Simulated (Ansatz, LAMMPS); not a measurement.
# Glassy 57SiO2-27Al2O3-16BaO (mol %) (149 atoms): where an added charge goes, part 2 of 4

Aim: add and remove one electron in glassy 57SiO2-27Al2O3-16BaO (mol %) (149 atoms), with atoms held and relaxed, and read trapping energy and localisation.

Ansatz 0.2.0; Kohn-Sham DFT, PBE, PAW (set soft_2), plane waves.

The cell: 25 Si, 24 Al, 7 Ba and 93 O. The quench rate of 25 K/ps far exceeds what a furnace or splat quench reaches. The network of bonds at the start is that of the classical potential that made the cell. Only the Γ point is sampled, in a cell whose shortest periodic width is 13 Å. Spin–orbit coupling is left out.

So far. Step 2 (Single point at the start): The r.m.s. force at the start is 1.2 eV/Å. Step 3 (Relaxation): The relaxation converged after 23 steps, 12.1 eV below its start, with a largest force component of 0.021 eV/Å.

**4. Single point at the relaxed geometry**

The electronic structure is read at the final geometry, in a run of its own.

input.yaml reads:

```yaml
crystal:
  lattice:
    - [12.7591, 0.0, 0.0]
    - [0.0, 12.7591, 0.0]
    - [0.0, 0.0, 12.7591]
  atoms:
    - { symbol: Si, position: [0.40613, 0.16441, 0.432] }
    - { symbol: Si, position: [0.80737, 0.14046, 0.73467] }
    - { symbol: Si, position: [0.16085, 0.42616, 0.31525] }
    - { symbol: Si, position: [0.27902, 0.10644, 0.00493] }
    - { symbol: Si, position: [0.88052, 0.40552, 0.56904] }
    - { symbol: Si, position: [0.45401, 0.5155, 0.02408] }
    [... 137 atom lines left out ...]
    - { symbol: O, position: [0.96087, 0.66009, 0.69865] }
    - { symbol: O, position: [0.82324, 0.83111, 0.63918] }
    - { symbol: O, position: [0.16616, 0.05004, 0.9969] }
    - { symbol: O, position: [0.0661, 0.51884, 0.30614] }
    - { symbol: O, position: [0.36771, 0.85249, 0.42413] }
    - { symbol: O, position: [0.55519, 0.98861, 0.8995] }
kpoints:
  mp_grid: { grid: [1, 1, 1] }
hamiltonian:
  xc: pbe
scf:
  occupations: { method: fixed }
output:
  forces: true
  stress: true
  populations: true
  dos:
    method: { smearing: { sigma: 0.1 } }
    de: 0.1
    projected: { site_lists: { Al: [Al], Ba: [Ba], O: [O], Si: [Si] } }
  eigenvalues: true
  write_density: true
  write_potential: true
  volumetric_format: npy
  elf: true
```

Command:

```sh
$ ansatz run input.yaml --threads 4 --pin off --max-ram 15872MiB --backend cpu --events-out ev --progress --plain --runs-dir out
```

Numbers of over 12 decimals in the logs are rounded to 6 here.

Output:

```text
[...]
Crystal: 149 atoms, lattice volume = 2077.113 Å³
Basis set: ecut = 420 eV, 40651 PW (Γ), exchange–correlation on 180×180×180 points (8 copies of the dense FFT grid, shifted against one another)
Bands: 549, of which v1, the nominal top of the filled ones, is band 400 counted from 1 (399 counted from 0)
Symmetry: 1 space group operations
[...]
k-points: 1
[...]
SCF iter   1: F=—  HF=-123403.606015 eV  |F-HF|=—  |Δ(HF+E_count)|=         —  Δρ=1.85e-3  dr2=1.12e-1  ethr=1.77e-3  ⟨swp⟩=5.0  Hψ=2125  notcnv=0  defer=147
[...]
SCF iter   9: F=-123403.617502 eV  HF=-123403.617502 eV  |F-HF|=2.26e-8  |Δ(HF+E_count)|=   1.83e-8  Δρ=1.58e-6  dr2=5.10e-8  ethr=1.25e-11  ⟨swp⟩=24.0  Hψ=6199  notcnv=0
SCF 1 converged in 9 iterations: F = -123403.617502 eV  dr2 = 5.10e-8
[...]
SCF converged after 9 iterations
Free energy (F): -123403.617502 eV
[...]
Internal energy: -123403.617502 eV  (E = F + TS)
E sigma→0 (E₀):  -123403.617502 eV
Fermi energy:    4.020425 eV
[...]
--- Forces (eV/Å), atoms counted from 1 ---
  atom   1  Si    -0.00017708     0.00180969     0.01090963
  atom   2  Si    -0.00111135    -0.01306038    -0.00036103
  atom   3  Si     0.00432261     0.00420795     0.00346699
  atom   4  Si    -0.01050199    -0.00059257    -0.00116961
  atom   5  Si    -0.00174239    -0.00014965     0.00524877
  atom   6  Si     0.00226562    -0.01766546     0.00863042
  atom   7  Si    -0.01237883     0.00811125     0.01417644
  atom   8  Si    -0.00185020     0.00025508     0.00188757
  atom   9  Si     0.00273803    -0.00592903    -0.00514513
  atom  10  Si    -0.01057722    -0.00034167     0.00401528
  atom  11  Si    -0.00110308    -0.00645430     0.00420343
  atom  12  Si     0.00135153     0.01603522     0.00546175
  atom  13  Si    -0.01010702    -0.01493045    -0.01051089
  atom  14  Si     0.00080052     0.00036648     0.00138158
[...]
atom 148  O      0.00072939     0.00763870    -0.00693308
  atom 149  O     -0.00707401    -0.00337179     0.00487615
  max |Σ_I F_I| component: 6.09e-5 eV/Å
--- Stress (GPa, compression-positive) ---
       -3.013230      -0.163388      -0.467955
       -0.163386       0.293654      -0.576392
       -0.467954      -0.576386      -2.775284
  P = ⅓ Tr σ = -1.8316 GPa (-18.316 kbar)
--- Band table (eV) ---
[...]
--- Löwdin populations: 149 sites ---
  site symbol       q [e]
     0     Si      2.2784
     1     Si      2.2610
     2     Si      2.2892
[...]
148      O      6.8994
  spilling = 0.011699 (of n_electrons = 800.000000)
```

Run time: 66 s. Hardware: 4 threads of Arm Neoverse V1, shared host; peak memory 3.2 GiB; 4.3 min of CPU time.

Numbers from this run:

- free energy: -123403.6175 eV
- free energy per atom: -828.2122 eV/atom
- SCF cycles: 9
- pressure: -1.832 GPa
- r.m.s. force component: 0.00574 eV/Å
- longest force: 0.02753 eV/Å
- Fermi energy: 4.02 eV
- gap (highest filled to lowest empty level): 3.696 eV
- spilling of the projection: 0.0117

Löwdin charges by element (they lack the spilled electrons, 0.063 e an atom on average):

```tsv
element	coordination	atoms	mean charge (e)	spread	least	most
Al	all	24	1.33	0.0394	1.24	1.39
Ba	all	7	1.91	0.0194	1.88	1.95
O	all	93	-0.845	0.0548	-1.04	-0.749
Si	all	25	1.70	0.0352	1.61	1.76
```

States in the cell by windows of 1 eV, zero at the Fermi level; the larger projections on atomic orbitals stand beside the total:

```tsv
from (eV)	to (eV)	total	O p	Si p	O s	Ba p
-18	-17	82.2	0.6	8.3	64.8	0.1
-17	-16	26.5	0.2	1.7	21.3	0.2
-16	-15	4.9	0.0	0.0	3.9	0.0
-15	-12	0.0	0.0	0.0	0.0	0.0
-12	-11	14.0	0.3	0.1	0.1	13.4
-11	-10	28.0	1.0	0.1	0.3	26.3
-10	-9	2.5	1.6	0.1	0.1	0.0
-9	-8	14.3	9.5	0.7	0.7	0.1
-8	-7	20.3	13.9	1.0	1.0	0.1
-7	-6	33.2	24.5	3.0	0.9	0.1
-6	-5	53.8	41.3	5.6	1.0	0.1
-5	-4	61.0	48.7	5.2	1.5	0.1
-4	-3	87.9	74.8	3.5	2.2	0.3
-3	-2	104.5	95.2	2.1	1.4	0.4
-2	-1	118.7	112.2	1.4	0.9	0.4
-1	0	60.4	57.7	0.4	0.3	0.1
0	1	1.4	1.4	0.0	0.0	0.0
1	3	0.0	0.0	0.0	0.0	0.0
3	4	2.0	0.0	0.0	0.5	0.0
4	5	4.4	0.4	0.3	0.7	0.0
```

With fixed occupations the program's Fermi level is the highest filled level; weight inside the gap is the broadening of levels at its edges.

Between -26 and -18 eV lie 82 more states.

The levels nearest the highest filled one (over half full), pooled over k-points and spins:

```tsv
level less the highest filled one (eV)	occupation
-0.293	2
-0.200	2
-0.168	2
-0.128	2
-0.0768	2
0	2
3.70	0
4.78	0
4.92	0
5.04	0
5.10	0
5.17	0
```

Valence density in the bc plane at fractional x = 0.174, with atoms of Si and Al and Ba and O within 0.2 Å of it. It is the smooth field of the valence electrons, not physical close to the nuclei.

Values in e/Å³, 13 rows by 16 columns, each cell a mean:
```
1.9 1.5 0.1 0.0 0.0 0.3 3.2 2.0 0.1 0.0 0.0 0.0 0.1 0.2 0.1 0.2
0.1 0.0 0.0 0.2 0.2 0.1 0.2 0.1 0.0 0.0 0.0 0.1 0.1 0.1 0.3 0.2
0.2 0.0 0.1 0.5 0.5 0.1 0.1 0.1 0.1 0.1 0.2 1.6 0.8 0.3 2.5 2.4
0.6 1.2 0.2 0.2 0.2 0.1 0.1 0.3 1.7 0.6 0.2 0.8 0.4 0.1 0.7 0.8
1.3 4.8 0.7 0.2 1.5 1.2 0.1 0.1 0.7 0.3 0.1 0.5 0.9 0.5 0.1 0.1
0.2 0.4 0.2 0.2 2.5 2.2 0.1 0.0 0.1 0.5 0.2 1.0 0.8 1.0 0.1 0.1
0.5 0.1 0.1 0.1 0.2 0.1 0.0 0.0 0.7 4.0 1.0 0.3 0.6 0.3 1.1 3.2
0.3 0.1 0.1 0.0 0.1 0.3 0.2 0.1 0.2 0.6 0.2 0.0 0.2 0.3 0.8 2.1
0.0 0.5 1.6 0.3 0.1 0.3 0.3 0.3 0.2 0.0 0.0 0.2 3.0 2.7 0.2 0.1
0.1 1.2 4.3 0.7 0.2 1.5 1.3 0.2 0.1 0.0 0.0 0.1 0.9 0.8 0.1 0.0
0.0 0.1 0.2 0.1 0.3 3.2 2.1 0.1 0.0 0.0 0.0 0.0 0.0 0.1 0.1 0.1
0.1 0.1 0.0 0.0 0.0 0.1 0.1 0.0 0.0 0.0 0.0 0.0 0.0 0.0 0.1 0.1
2.5 2.0 0.1 0.0 0.0 0.1 0.9 0.6 0.0 0.0 0.0 0.0 0.0 0.0 0.0 0.2
```
Columns run along b (12.8 Å), rows up along c (12.8 Å). Atoms in or near the plane, at fractional coordinates: Si at (0.43, 0.32), Al at (0.82, 0.87), Al at (0.08, 0.52), Ba at (0.77, 0.58), O at (0.08, 0.66), O at (0.80, 0.32), O at (0.14, 0.28), O at (0.95, 0.46), O at (0.30, 0.60), O at (0.36, 0.21), O at (0.05, 0.00).

ELF in the bc plane at fractional x = 0.174, with atoms of Si and Al and Ba and O within 0.2 Å of it. It is the smooth field of the valence electrons, not physical close to the nuclei.

Values, 13 rows by 16 columns, each cell a mean:
```
0.72 0.70 0.18 0.04 0.04 0.48 0.75 0.76 0.28 0.02 0.01 0.02 0.09 0.19 0.09 0.29
0.12 0.10 0.06 0.26 0.24 0.10 0.30 0.25 0.04 0.03 0.07 0.28 0.11 0.04 0.36 0.29
0.33 0.05 0.18 0.73 0.61 0.13 0.24 0.08 0.27 0.18 0.37 0.80 0.65 0.28 0.77 0.75
0.45 0.61 0.32 0.27 0.18 0.13 0.11 0.39 0.80 0.58 0.20 0.59 0.40 0.12 0.54 0.54
0.68 0.65 0.60 0.24 0.73 0.69 0.18 0.27 0.60 0.41 0.08 0.53 0.64 0.59 0.08 0.12
0.30 0.42 0.17 0.27 0.73 0.76 0.31 0.02 0.23 0.46 0.26 0.73 0.23 0.76 0.18 0.22
0.52 0.03 0.16 0.11 0.27 0.22 0.04 0.08 0.65 0.72 0.63 0.32 0.63 0.32 0.62 0.73
0.45 0.06 0.09 0.04 0.31 0.52 0.21 0.18 0.22 0.52 0.38 0.09 0.35 0.27 0.51 0.71
0.05 0.51 0.68 0.37 0.19 0.38 0.21 0.25 0.14 0.03 0.02 0.40 0.76 0.71 0.32 0.14
0.08 0.70 0.66 0.63 0.29 0.64 0.64 0.23 0.12 0.03 0.03 0.16 0.64 0.56 0.12 0.03
0.03 0.20 0.35 0.20 0.45 0.74 0.77 0.28 0.01 0.04 0.27 0.16 0.07 0.15 0.37 0.24
0.17 0.15 0.04 0.01 0.08 0.28 0.22 0.05 0.01 0.02 0.12 0.09 0.01 0.12 0.34 0.18
0.71 0.71 0.28 0.03 0.02 0.29 0.67 0.63 0.19 0.01 0.00 0.00 0.02 0.06 0.06 0.40
```
Columns run along b (12.8 Å), rows up along c (12.8 Å). Atoms in or near the plane, at fractional coordinates: Si at (0.43, 0.32), Al at (0.82, 0.87), Al at (0.08, 0.52), Ba at (0.77, 0.58), O at (0.08, 0.66), O at (0.80, 0.32), O at (0.14, 0.28), O at (0.95, 0.46), O at (0.30, 0.60), O at (0.36, 0.21), O at (0.05, 0.00).

Filled and empty levels are parted by 3.70 eV (at Γ alone); a semilocal functional tends to put such gaps too low. In a disordered cell it changes from sample to sample, and tail or defect levels can set it. Mean Löwdin charges: Al +1.33, Ba +1.91, O -0.84, Si +1.70 e (they miss 1.2 % of the electrons, so they add up to more than the cell's charge).

**5. An extra electron, atoms held**

The electron count changes by one with the atoms held: a vertical process, on a uniform background, with spin and a narrow Fermi–Dirac smearing. Its energy against the neutral cell hangs on the program's zero of potential.

input.yaml reads:

```yaml
crystal:
  lattice:
    - [12.7591, 0.0, 0.0]
    - [0.0, 12.7591, 0.0]
    - [0.0, 0.0, 12.7591]
  atoms:
    [... the 149 atom lines of step 4 ...]
total_charge: -1
kpoints:
  mp_grid: { grid: [1, 1, 1] }
hamiltonian:
  xc: pbe
scf:
  occupations: { method: fermi_dirac, width: 0.01 }
  lower_state_search: "off"
output:
  forces: true
  stress: true
  populations: true
  dos:
    method: { smearing: { sigma: 0.08 } }
    de: 0.1
    projected: { site_lists: { Al: [Al], Ba: [Ba], O: [O], Si: [Si] } }
  eigenvalues: true
  write_density: true
  write_potential: true
  volumetric_format: npy
magnetization:
  spin_polarized: true
  initial_magnetization: 1
```

Output:

```text
[...]
Crystal: 149 atoms, lattice volume = 2077.113 Å³
Basis set: ecut = 420 eV, 40651 PW (Γ), exchange–correlation on 180×180×180 points (8 copies of the dense FFT grid, shifted against one another)
Bands: 550, of which v1, the nominal top of the filled ones, is band 401 counted from 1 (400 counted from 0)
Symmetry: 1 space group operations
[...]
k-points: 1
[...]
Starting moments: Σ|m| = 1 μB on 149 of 149 sites
[...]
SCF iter   1: F=—  HF=-123475.575432 eV  |F-HF|=—  |Δ(HF+E_count)|=         —  Δρ=4.93e-2 (↑4.90e-2 ↓4.93e-2)  dr2=2.61e2  dr2_m=7.33e-2  M=1.000 μB ∫|m|=1.042 μB  β_m=1.00  ethr=3.10e-3  ⟨swp⟩=8.0  Hψ=5814  notcnv=0  defer=240
[...]
spin=Collinear: Resta preconditioning applied to the charge; magnetization (m = ρ↑ − ρ↓) channel mixes plain (no charge-response kernel on spin).
SCF iter   2: F=—  HF=-123421.897652 eV  |F-HF|=—  |Δ(HF+E_count)|=         —  Δρ=2.48e-2 (↑2.48e-2 ↓2.48e-2)  dr2=9.06e1  dr2_m=9.22e-3  M=1.000 μB ∫|m|=1.047 μB  β_m=0.30  ethr=3.10e-3  ⟨swp⟩=3.0  Hψ=2073  notcnv=0  defer=288
[...]
SCF iter   8: F=—  HF=-123395.902634 eV  |F-HF|=—  |Δ(HF+E_count)|=   2.47e-2  Δρ=4.52e-4 (↑4.52e-4 ↓4.41e-4)  dr2=7.14e-3  dr2_m=2.06e-3  M=0.273 μB ∫|m|=0.305 μB  β_m=0.30  ethr=2.73e-6  ⟨swp⟩=6.5  Hψ=1667  notcnv=0  defer=283
[...]
spin-set hold released at iteration 8 (site moments contracting): the magnetisation degrees of freedom join the quasi-Newton model from the next iteration; the mixer history was flushed
SCF iter   9: F=—  HF=-123395.908737 eV  |F-HF|=—  |Δ(HF+E_count)|=   6.10e-3  Δρ=3.36e-4 (↑3.36e-4 ↓3.24e-4)  dr2=4.32e-3  dr2_m=1.11e-3  M=0.250 μB ∫|m|=0.277 μB  β_m=0.65  ethr=8.91e-7  ⟨swp⟩=3.5  Hψ=1637  notcnv=0  defer=283
SCF iter  10: F=—  HF=-123395.918957 eV  |F-HF|=—  |Δ(HF+E_count)|=   1.02e-2  Δρ=5.23e-5 (↑4.90e-5 ↓5.23e-5)  dr2=3.52e-4  dr2_m=1.79e-5  M=0.152 μB ∫|m|=0.164 μB  β_m=0.82  ethr=5.39e-7  ⟨swp⟩=7.0  Hψ=2264  notcnv=0  defer=283
[...]
SCF iter  17: F=-123395.920306 eV  HF=-123395.920306 eV  |F-HF|=6.59e-8  |Δ(HF+E_count)|=   4.44e-7  Δρ=1.41e-6 (↑1.41e-6 ↓1.30e-6)  dr2=9.78e-8  dr2_m=4.50e-9  M=0.003 μB ∫|m|=0.003 μB  β_m=0.79  ethr=8.37e-12  ⟨swp⟩=6.5  Hψ=7147  notcnv=0
SCF iter  18: F=-123395.920306 eV  HF=-123395.920306 eV  |F-HF|=4.63e-9  |Δ(HF+E_count)|=   1.78e-8  Δρ=2.38e-7 (↑2.33e-7 ↓2.38e-7)  dr2=3.64e-9  dr2_m=3.75e-10  M=0.001 μB ∫|m|=0.001 μB  ethr=8.37e-12  ⟨swp⟩=5.5  Hψ=5920  notcnv=0
WARN: the starting moments were not kept: the SCF closed with an absolute magnetisation of 7.7e-4 μB, where they sum to 1 μB in size (149 sites). That is at most 0.1 of that sum. Measured as dr2_m measures the in/out step, that magnetisation stands 1.6e-9 eV from none, [...]
SCF 1 converged in 18 iterations: F = -123395.920306 eV  dr2 = 3.64e-9
[...]
SCF converged after 18 iterations
Magnetization: 0.0007 μB (400.5004 up, 400.4996 down)
Absolute magnetization: 0.0008 μB (∫|ρ↑−ρ↓|, with the PAW one-centre terms)
[...]
Per-site moments (μB) at R_I (Å): [(3.301126819973308e-7, 0.653600), (1.0442546294238832e-6, 0.661396), (1.394257594863674e-6, 0.663137), (3.746223618249618e-7, 0.665381), (5.435811234873478e-7, 0.667502), [...]
Free energy (F): -123395.920306 eV
[...]
Internal energy: -123395.906443 eV  (E = F + TS)
E sigma→0 (E₀):  -123395.913375 eV
Entropy (-TS):   -0.013863 eV (-0.093 meV/atom)
Fermi energy:    7.704410 eV
[...]
Σ components = -123395.920306   (vs F -123395.920306, Δ=0.00e0)
--- Forces (eV/Å), atoms counted from 1 ---
  atom   1  Si     0.04898108     0.02021113     0.01024665
  atom   2  Si     0.00890975    -0.03154317    -0.01702359
  atom   3  Si    -0.00137829     0.01315151     0.01163025
  atom   4  Si    -0.02776707     0.00748138    -0.00226865
[...]
atom 149  O     -0.06561963     0.00652865     0.02242918
  max |Σ_I F_I| component: 1.15e-4 eV/Å
--- Stress (GPa, compression-positive) ---
       -2.813067      -0.160509      -0.442990
       -0.160506       0.420518      -0.551884
       -0.442989      -0.551877      -2.576124
  P = ⅓ Tr σ = -1.6562 GPa (-16.562 kbar)
--- Band table (eV) ---
[...]
--- Löwdin populations: 149 sites ---
  site symbol       q [e]    m [muB]
     0     Si      2.2831     0.0000
     1     Si      2.2701     0.0000
     2     Si      2.2998     0.0000
[...]
148      O      6.9019     0.0000
  spilling = 0.011743 (of n_electrons = 801.000000)
```

The job ended after 3.6 min (4 threads; peak memory 5.5 GiB).

The program notes that starting moments were not kept.

An extra electron, atoms held: the energy stands 7.70 eV above that of the reference. An odd electron should give 1 μB; this run ended with the carrier shared between both spins.

The levels nearest the highest filled one (over half full), pooled over k-points and spins:

```tsv
level less the highest filled one (eV)	occupation
-3.73	1
-3.73	1
0	0.5
0	0.5
1.11	0
1.11	0
1.24	0
1.24	0
```

**6. An extra electron, atoms relaxed**

The atoms now respond to the charge; the energy gained comes from screening by the atoms, from trapping if the charge localises, and from any strain left in the reference.

input.yaml, the sections that differ from step 5:

```yaml
output:
  forces: true
relax:
  f_tol: 0.05
  max_steps: 90
# crystal, total_charge, kpoints, hamiltonian, scf, magnetization: as in step 5
```

Output:

```text
[...]
Crystal: 149 atoms, lattice volume = 2077.113 Å³
Basis set: ecut = 420 eV, 40651 PW (Γ), exchange–correlation on 180×180×180 points (8 copies of the dense FFT grid, shifted against one another)
Bands: 550, of which v1, the nominal top of the filled ones, is band 401 counted from 1 (400 counted from 0)
Symmetry: 1 space group operations
[...]
k-points: 1
[...]
Starting moments: Σ|m| = 1 μB on 149 of 149 sites
[...]
SCF iter   1: F=—  HF=-123475.575431 eV  |F-HF|=—  |Δ(HF+E_count)|=         —  Δρ=4.93e-2 (↑4.90e-2 ↓4.93e-2)  dr2=2.61e2  dr2_m=7.33e-2  M=1.000 μB ∫|m|=1.042 μB  β_m=1.00  ethr=3.10e-3  ⟨swp⟩=8.0  Hψ=5814  notcnv=0  defer=240
[...]
SCF iter   2: F=—  HF=-123421.897650 eV  |F-HF|=—  |Δ(HF+E_count)|=         —  Δρ=2.48e-2 (↑2.48e-2 ↓2.48e-2)  dr2=9.06e1  dr2_m=9.22e-3  M=1.000 μB ∫|m|=1.047 μB  β_m=0.30  ethr=3.10e-3  ⟨swp⟩=3.0  Hψ=2073  notcnv=0  defer=288
[...]
SCF iter   8: F=—  HF=-123395.903315 eV  |F-HF|=—  |Δ(HF+E_count)|=   2.54e-2  Δρ=4.52e-4 (↑4.52e-4 ↓4.41e-4)  dr2=7.14e-3  dr2_m=2.06e-3  M=0.273 μB ∫|m|=0.305 μB  β_m=0.30  ethr=2.73e-6  ⟨swp⟩=6.0  Hψ=1802  notcnv=0  defer=283
[...]
SCF iter  10: F=—  HF=-123395.919583 eV  |F-HF|=—  |Δ(HF+E_count)|=   1.02e-2  Δρ=5.23e-5 (↑4.89e-5 ↓5.23e-5)  dr2=3.51e-4  dr2_m=1.80e-5  M=0.152 μB ∫|m|=0.164 μB  β_m=0.82  ethr=5.39e-7  ⟨swp⟩=7.0  Hψ=2264  notcnv=0  defer=283
[...]
SCF iter  13: F=-123395.920297 eV  HF=-123395.920293 eV  |F-HF|=3.57e-6  |Δ(HF+E_count)|=   2.40e-5  Δρ=9.25e-6 (↑9.23e-6 ↓9.25e-6)  dr2=1.76e-6  dr2_m=1.20e-6  M=0.047 μB ∫|m|=0.051 μB  β_m=0.93  ethr=1.05e-9  ⟨swp⟩=1.0  Hψ=2727  notcnv=0
SCF iter  14: F=-123395.920302 eV  HF=-123395.920302 eV  |F-HF|=5.93e-8  |Δ(HF+E_count)|=   8.68e-6  Δρ=7.98e-6 (↑7.98e-6 ↓6.94e-6)  dr2=1.91e-6  dr2_m=4.77e-7  M=0.030 μB ∫|m|=0.033 μB  ethr=2.19e-10  ⟨swp⟩=1.0  Hψ=3025  notcnv=0
[...]
SCF 1 converged in 14 iterations: F = -123395.920302 eV  dr2 = 1.91e-6
[...]
relax step   1: F+E_penalty+E_count = -123395.92030160 eV  Δ(F+E_penalty+E_count) = +0.000e0 eV  max|allowed force component| = 1.108e-1 eV/Å  Δτ_max = 0.0000 Å  (14 SCF iters, dr2 threshold 6.25e-5 eV, accepted)
[...]
relax step   2: F+E_penalty+E_count = -123395.91724303 eV  Δ(F+E_penalty+E_count) = +3.059e-3 eV  max|allowed force component| = 1.557e-1 eV/Å  Δτ_max = 0.0507 Å  (15 SCF iters, rejected (line search))
[...]
relax step   3: F+E_penalty+E_count = -123395.92730337 eV  Δ(F+E_penalty+E_count) = -7.002e-3 eV  max|allowed force component| = 5.692e-2 eV/Å  Δτ_max = 0.0202 Å  (15 SCF iters, accepted)
[...]
relax step   4: F+E_penalty+E_count = -123395.88552969 eV  Δ(F+E_penalty+E_count) = +4.177e-2 eV  max|allowed force component| = 2.343e-1 eV/Å  Δτ_max = 0.1000 Å  (18 SCF iters, rejected (line search))
[...]
relax step   5: F+E_penalty+E_count = -123395.93092477 eV  Δ(F+E_penalty+E_count) = -3.621e-3 eV  max|allowed force component| = 1.632e-2 eV/Å  Δτ_max = 0.0161 Å  (17 SCF iters, accepted)
SCF converged after 17 iterations
Magnetization: 0.0000 μB (400.5000 up, 400.5000 down)
Absolute magnetization: 0.0000 μB (∫|ρ↑−ρ↓|, with the PAW one-centre terms)
[...]
Per-site moments (μB) at R_I (Å): [(1.0389706740143897e-9, 0.653520), (3.1608913317564342e-9, 0.661852), (3.706779652460128e-9, 0.663992), (1.2536098750591965e-9, 0.665398), (1.7983190392287675e-9, 0.667486), [...]
Free energy (F): -123395.930925 eV
[...]
Internal energy: -123395.917062 eV  (E = F + TS)
E sigma→0 (E₀):  -123395.923993 eV
Entropy (-TS):   -0.013863 eV (-0.093 meV/atom)
Fermi energy:    7.685018 eV
[...]
Σ components = -123395.930925   (vs F -123395.930925, Δ=0.00e0)
--- Forces (eV/Å), atoms counted from 1 ---
  atom   1  Si     0.00566302     0.00309002    -0.00493623
  atom   2  Si    -0.00216939     0.00396334     0.00075694
  atom   3  Si    -0.00183081     0.00202062     0.01433418
  atom   4  Si    -0.00151927     0.00487035     0.00867777
[...]
atom 149  O      0.00731882     0.00467869    -0.00694459
  max |Σ_I F_I| component: 2.06e-4 eV/Å
--- Relaxed structure (5 steps of the walk, 3 accepted, 0 SCFs on fresh bases) ---
  F+E_penalty+E_count = -123395.93092477 eV   max|allowed force component| = 1.632e-2 eV/Å
  atoms:
    - { symbol: Si, position: [0.405878, 0.164782, 0.432091] }
    - { symbol: Si, position: [0.807253, 0.140253, 0.734677] }
    - { symbol: Si, position: [0.161509, 0.426354, 0.315101] }
    - { symbol: Si, position: [0.279239, 0.106391, 0.00471739] }
[...]
- { symbol: O, position: [0.555302, 0.988144, 0.899990] }
```

It took 8.2 min on 4 threads; peak memory 5.4 GiB.

The relaxation converged after 5 steps, 0.0106 eV below its start, with a largest force component of 0.016 eV/Å.

An extra electron, atoms relaxed: the energy stands 7.69 eV above that of the reference. An odd electron should give 1 μB; this run ended with the carrier shared between both spins.

(Part 2 of 4 ends here.)

[Logs are printed without paths, hosts, clocks, repeated set-up lines and the standing remarks that a program may print on its own settings, such as how far it seeks lower states.]

[Hosts, paths, dates, database ids (printed as entryN), source tags and the programs' standing remarks are cut or masked in the printed files.]
